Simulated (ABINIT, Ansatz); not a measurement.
# TlGaF6 (R-3): G0W0 with ABINIT, start to end

Wanted: ground state, empty states, screening and self-energy for TlGaF6 (R-3).

Calculated with ABINIT 10.8.3; PBEsol and many-body steps on it, plane waves.

## 1. Starting point

Symmetry: R-3, No. 148, trigonal system. The conventional cell has a = 5.097 Å, b = 5.097 Å, c = 14.189 Å, α = 90.00°, β = 90.00°, γ = 120.00°. Nearest to Tl lie 6 F at 2.18 Å. Ga has 6 F at 1.90 Å nearest. Nearest to F lie 1 Ga at 1.90 Å and 1 Tl at 2.18 Å. Farther neighbours, and contacts between anions beyond the nearest, are not listed.

Coordinates:

```cif
data_structure
_symmetry_space_group_name_H-M 'R-3:H'
_symmetry_Int_Tables_number 148
_cell_length_a 5.0968
_cell_length_b 5.0968
_cell_length_c 14.1894
_cell_angle_alpha 90.000
_cell_angle_beta 90.000
_cell_angle_gamma 120.000
_cell_volume 319.22
loop_
_atom_site_label
_atom_site_type_symbol
_atom_site_symmetry_multiplicity
_atom_site_Wyckoff_symbol
_atom_site_fract_x
_atom_site_fract_y
_atom_site_fract_z
_atom_site_occupancy
Tl1 Tl 3 a 0.00000 0.00000 0.00000 1
Ga1 Ga 3 b 0.33333 0.66667 0.16667 1
F1 F 18 f 0.63828 0.96863 0.08920 1
```

The cell and positions are those that the Materials Project relaxed with its own functionals (PBE, PBE+U or r2SCAN), kept fixed.

## 2. Ground state

This step: ABINIT 10.8.3; DFT, PBEsol, plane waves, norm-conserving pseudopotentials.

The ground-state density comes first.

Input file run.abi:

```
acell 3*1.0 Angstrom
rprim 
  2.548402435337 1.471320832068 4.729815620893
  -2.548402435337 1.471320832068 4.729815620893
  0.000000000000 -2.942641664067 4.729815620914
ntypat 3
znucl 81 31 9
natom 8
typat 1 2 3 3 3 3 3 3
xred 
  0.000000000000 0.000000000000 0.000000000000
  0.500000000000 0.500000000000 0.500000000000
  0.879432130000 0.580450270000 0.272523150000
  0.580450270000 0.272523150000 0.879432130000
  0.272523150000 0.879432130000 0.580450270000
  0.419549730000 0.727476850000 0.120567870000
  0.727476850000 0.120567870000 0.419549730000
  0.120567870000 0.419549730000 0.727476850000
pp_dirpath "pseudos"
pseudos "Tl.upf, Ga.upf, F.upf"
ecut 45
ngkpt 6 6 6
nshiftk 1
shiftk 0 0 0
kptopt 1
chksymbreak 0
nband 50
occopt 1
tolvrs 1e-10
nstep 60
prtwf 0
optforces 0
optstress 0
indata_prefix "in"
outdata_prefix "out"
tmpdata_prefix "tmp"
```

On the command line:

```
OMP_NUM_THREADS=1 mpirun -n 4 abinit run.abi > log
```

What it wrote:

```text
.Version 10.8.3 of ABINIT. v10.8.2 released Aug 2026.

 Symmetries : space group R-3 (#148); Bravais hR (rhombohedral)
================================================================================
 Values of the parameters that define the memory need of the present run
     intxc =       0    ionmov =       0      iscf =       7    lmnmax =       6
     lnmax =       6     mgfft =      64  mpssoang =       3    mqgrid =    3001
     natom =       8  nloc_mem =       1    nspden =       1   nspinor =       1
    nsppol =       1      nsym =       6    n1xccc =    2501    ntypat =       3
    occopt =       1   xclevel =       2
-    mband =          50        mffmem =           1         mkmem =          10
       mpw =       10389          nfft =      262144          nkpt =          40
================================================================================
  Rough estimation (10% accuracy) of disk space for files :
================================================================================

--------------------------------------------------------------------------------
------------- Echo of variables that govern the present computation ------------
--------------------------------------------------------------------------------
 -outvars: echo values of preprocessed input variables --------
            acell      1.8897261259E+00  1.8897261259E+00  1.8897261259E+00 Bohr

      chksymbreak           0
             ecut      4.50000000E+01 Hartree
-          fftalg         312

              ixc     -116133
              kpt      0.00000000E+00  0.00000000E+00  0.00000000E+00
                       1.66666667E-01  0.00000000E+00  0.00000000E+00
                       3.33333333E-01  0.00000000E+00  0.00000000E+00
                       5.00000000E-01  0.00000000E+00  0.00000000E+00
                       1.66666667E-01  1.66666667E-01  0.00000000E+00
                       3.33333333E-01  1.66666667E-01  0.00000000E+00
                       5.00000000E-01  1.66666667E-01  0.00000000E+00
                      -3.33333333E-01  1.66666667E-01  0.00000000E+00
                      -1.66666667E-01  1.66666667E-01  0.00000000E+00
   [... 29 further rows ...]
                      -3.33333333E-01  5.00000000E-01  3.33333333E-01
                       5.00000000E-01  5.00000000E-01  5.00000000E-01
         kptrlatt        6    0    0      0    6    0      0    0    6
          kptrlen      5.77893919E+01
P           mkmem          10
            natom           8
            nband          50
            ngfft          64      64      64
             nkpt          40
            nstep          60
             nsym           6
           ntypat           3
              occ      2.000000  2.000000  2.000000  2.000000  2.000000  2.000000
                       2.000000  2.000000  2.000000  2.000000  2.000000  2.000000
                       2.000000  2.000000  2.000000  2.000000  2.000000  2.000000
                       2.000000  2.000000  2.000000  2.000000  2.000000  2.000000
                       2.000000  2.000000  2.000000  2.000000  2.000000  2.000000
                       2.000000  2.000000  2.000000  2.000000  2.000000  2.000000
                       2.000000  2.000000  2.000000  2.000000  2.000000  2.000000
                       0.000000  0.000000  0.000000  0.000000  0.000000  0.000000
                       0.000000  0.000000
        optforces           0
        optstress           0
            prtwf           0
            rprim      2.5484024353E+00  1.4713208321E+00  4.7298156209E+00
[...]
spgroup         148

           tolvrs      1.00000000E-10

             xred      0.0000000000E+00  0.0000000000E+00  0.0000000000E+00
[...]
znucl       81.00000   31.00000    9.00000

================================================================================

 chkinp: Checking input parameters for consistency.

================================================================================
== DATASET  1 ==================================================================
-   mpi_nproc: 4, omp_nthreads: 1 (-1 if OMP is not activated)

--- !DatasetInfo
iteration_state: {dtset: 1, }
dimensions: {natom: 8, nkpt: 40, mband: 50, nsppol: 1, nspinor: 1, nspden: 1, mpw: 10389, }
cutoff_energies: {ecut:  45.0, pawecutdg:  -1.0, }
electrons: {nelect:   8.40000000E+01, charge:   0.00000000E+00, occopt:   1.00000000E+00, tsmear:   1.00000000E-02, }

 Real(R)+Recip(G) space primitive vectors, cartesian coordinates (Bohr,Bohr^-1):
 R(1)=  4.8157827  2.7803934  8.9380561  G(1)=  0.1038253  0.0599436  0.0372937
 R(2)= -4.8157827  2.7803934  8.9380561  G(2)= -0.1038253  0.0599436  0.0372937
 R(3)=  0.0000000 -5.5607868  8.9380561  G(3)=  0.0000000 -0.1198871  0.0372937
 Unit cell volume ucvol=  7.1807112E+02 bohr^3
 Angles (23,13,12)=  5.44496306E+01  5.44496306E+01  5.44496306E+01 degrees

 getcut: wavevector=  0.0000  0.0000  0.0000  ngfft=  64  64  64
         ecut(hartree)=     45.000   => boxcut(ratio)=   2.01368

--- Pseudopotential description ------------------------------------------------
- Tl Generated using ONCVPSP code by D. R. Hamann
- 81.00000  21.00000  180301                  znucl, zion, pspdat
12 -116133 2 -1 2008                          pspcod,pspxc,lmax,lloc,mmax
     nproj     2     2     2
[...]
pspatm: atomic psp has been read  and splines computed

- F Generated using ONCVPSP code by D. R. Hamann
-  9.00000   7.00000  180301                  znucl, zion, pspdat
12 -116133 2 -1 832                           pspcod,pspxc,lmax,lloc,mmax
     nproj     2     2     1
  pspatm : epsatm=    4.89824381
         --- l  ekb(1:nproj) -->
[...]
2   -2.394754
 pspatm: atomic psp has been read  and splines computed

   6.47956767E+03                                ecore*ucvol(ha*bohr**3)
--------------------------------------------------------------------------------

_setup2: Arith. and geom. avg. npw (full set) are   10352.162   10352.150

================================================================================

--- !BeginCycle
iteration_state: {dtset: 1, }
solver: {iscf: 7, nstep: 60, nline: 4, wfoptalg: 0, }
tolerances: {tolvrs: 1.00E-10, }

     iter   Etot(hartree)      deltaE(h)  residm     vres2
 ETOT  1  -584.18520697767    -5.842E+02 5.382E-01 5.271E+03
 ETOT  2  -585.90911757438    -1.724E+00 1.015E-01 7.457E+03
 ETOT  3  -586.83439292429    -9.253E-01 2.416E-02 9.064E+02
 ETOT  4  -586.85642247656    -2.203E-02 1.252E-02 6.284E+02
 ETOT  5  -586.88658153820    -3.016E-02 2.758E-03 1.130E+02
 ETOT  6  -586.89550554779    -8.924E-03 4.570E-03 1.589E+00
 ETOT  7  -586.89553735197    -3.180E-05 1.221E-03 4.564E-01
 ETOT  8  -586.89557538558    -3.803E-05 4.651E-03 2.540E-03
 ETOT  9  -586.89557555259    -1.670E-07 1.040E-02 4.619E-04
 ETOT 10  -586.89557559539    -4.281E-08 3.211E-03 3.118E-05
 ETOT 11  -586.89557559720    -1.806E-09 5.515E-04 2.864E-06
 ETOT 12  -586.89557559729    -9.311E-11 1.556E-04 1.195E-07
 ETOT 13  -586.89557559732    -2.478E-11 1.631E-04 1.393E-08
 ETOT 14  -586.89557559731     8.981E-12 1.553E-04 2.349E-09
 ETOT 15  -586.89557559734    -3.320E-11 1.613E-04 1.542E-10
 ETOT 16  -586.89557559730     4.741E-11 1.472E-04 2.368E-11

 At SCF step   16       vres2   =  2.37E-11 < tolvrs=  1.00E-10 =>converged.

--- !ResultsGS
iteration_state: {dtset: 1, }
comment   : Summary of ground state results
lattice_vectors:
- [  4.8157827,   2.7803934,   8.9380561, ]
- [ -4.8157827,   2.7803934,   8.9380561, ]
- [  0.0000000,  -5.5607868,   8.9380561, ]
lattice_lengths: [  10.52669,   10.52669,   10.52669, ]
lattice_angles: [ 54.450,  54.450,  54.450, ] # degrees, (23, 13, 12)
lattice_volume:   7.1807112E+02
convergence: {deltae:  4.741E-11, res2:  2.368E-11, residm:  1.472E-04, diffor:  0.000E+00, }
etotal    :  -5.86895576E+02
entropy   :   0.00000000E+00
fermie    :   9.97278935E-03
cartesian_stress_tensor: null
pressure_GPa: null
xred      :
- [  0.0000E+00,   0.0000E+00,   0.0000E+00, Tl]
- [  5.0000E-01,   5.0000E-01,   5.0000E-01, Ga]
- [  8.7943E-01,   5.8045E-01,   2.7252E-01,  F]
- [  5.8045E-01,   2.7252E-01,   8.7943E-01,  F]
- [  2.7252E-01,   8.7943E-01,   5.8045E-01,  F]
- [  4.1955E-01,   7.2748E-01,   1.2057E-01,  F]
- [  7.2748E-01,   1.2057E-01,   4.1955E-01,  F]
- [  1.2057E-01,   4.1955E-01,   7.2748E-01,  F]
cartesian_forces: null
force_length_stats: {min: null, max: null, mean: null, }

 Integrated electronic density in atomic spheres:
 ------------------------------------------------
 Atom  Sphere_radius  Integrated_density
[...]
================================================================================

 ----iterations are completed or convergence reached----

 Mean square residual over all n,k,spin=   26.453E-08; max=  14.716E-05
 reduced coordinates (array xred) for    8 atoms
[...]
0.580450      0.272523      0.879432
       0.272523      0.879432      0.580450
       0.419550      0.727477      0.120568
       0.727477      0.120568      0.419550
       0.120568      0.419550      0.727477
 rms dE/dt=  0.0000E+00; max dE/dt=  0.0000E+00; dE/dt below (all hartree)
    1       0.000000      0.000000      0.000000
    2       0.000000      0.000000      0.000000
    3       0.000000      0.000000      0.000000
    4       0.000000      0.000000      0.000000
    5       0.000000      0.000000      0.000000
    6       0.000000      0.000000      0.000000
    7       0.000000      0.000000      0.000000
    8       0.000000      0.000000      0.000000

 cartesian coordinates (angstrom) at end:
    1      0.000000     0.000000     0.000000
    2      0.000000     3.45e-11     7.094723
    3      0.761926     1.346017     8.193959
    4      0.784722    -1.332856     8.193959
    5     -1.546648    -0.013161     8.193959
    6     -0.784722     1.332856     5.995488
    7      1.546648     0.013161     5.995488
    8     -0.761926    -1.346017     5.995488
 length scales=  1.889726  1.889726  1.889726 bohr
              =  1.000000  1.000000  1.000000 angstroms
 prteigrs : about to open file out_EIG
 Fermi (or HOMO) energy (hartree) =   0.00997   Average Vxc (hartree)=  -0.37205
 Eigenvalues (hartree) for nkpt=  40  k points:
 kpt#   1, nband= 50, wtk=  0.00463, kpt=  0.0000  0.0000  0.0000 (reduced coord)
  -5.12780   -4.51865   -3.32127   -3.32127   -3.32078   -2.50118   -2.50118   -2.50086
  -0.75284   -0.72393   -0.72393   -0.72361   -0.72061   -0.72061   -0.40242   -0.40242
  -0.40056   -0.40056   -0.40034   -0.28392   -0.28392   -0.28115   -0.28037   -0.28037
  -0.21582   -0.12374   -0.12374   -0.10748   -0.06304   -0.04955   -0.04743   -0.04380
  -0.04380   -0.02022   -0.02022   -0.00675   -0.00675   -0.00577   -0.00349   -0.00349
   0.00535    0.00535    0.11535    0.35012    0.39073    0.42792    0.42792    0.47313
   0.53735    0.53756
 prteigrs : prtvol=0 or 1, do not print more k-points.

--- !EnergyTerms
iteration_state     : {dtset: 1, }
comment             : Components of total free energy in Hartree
kinetic             :  2.711197E+02
hartree             :  2.232757E+02
xc                  : -9.273169E+01
Ewald energy        : -2.956885E+02
psp_core            :  9.023574E+00
local_psp           : -6.403967E+02
non_local_psp       : -6.149768E+01
total_energy        : -5.868956E+02
total_energy_eV     : -1.597024E+04
band_energy         : -7.158899E+01

== END DATASET(S) ==============================================================
================================================================================

 -outvars: echo values of variables after computation  --------
           etotal     -5.8689557560E+02
            nband          50
             nkpt          40
          spgroup         148
 [... the other variables as echoed above ...]

 Calculation completed.
```

Elapsed: 5.9 min, on 4 MPI ranks of Arm Neoverse V1, shared host; peak memory 0.92 GiB.

This step gave:

```
total energy               : -15970.2422 eV
gap                        : 2.868 eV
k of the valence top       : 0.5, 0.5, 0
k of the conduction bottom : 0, 0, 0
least direct gap           : 2.993 eV
```

The gap is indirect, with the least direct gap 0.13 eV higher.

[end of part 1 of 3]

[Long decimals in the printed logs are rounded to 6 places.]

[Logs are printed without paths, hosts, clocks, repeated set-up lines and the standing remarks that a program may print on its own settings, such as how far it seeks lower states.]

[Paths, hosts, dates, memory and timing lines, banners, echoed tables and standing remarks are left out of the program output; an Ansatz launch command may be rebuilt from the run's recorded settings. Measured values are a selection of at most five: reports struck by readers or far from the other reports are left out. None is set beside runs whose start may be inverted or whose files or cutoffs have a known fault.]

[Runs of the session that timed out or met a known fault of the program may be left out.]

[Hosts, paths, dates, database ids (printed as entryN), source tags and the programs' standing remarks are cut or masked in the printed files.]

[G0W0 gaps are taken among the corrected bands and points alone; a level outside them can change the order at an edge.]

[Where Ansatz stands beside ABINIT at settings called matched, ABINIT's density can come from a denser mesh and the files from another edition; pairs whose starting gaps differed by over 0.03 eV were left out, so agreement reads better than it is.]
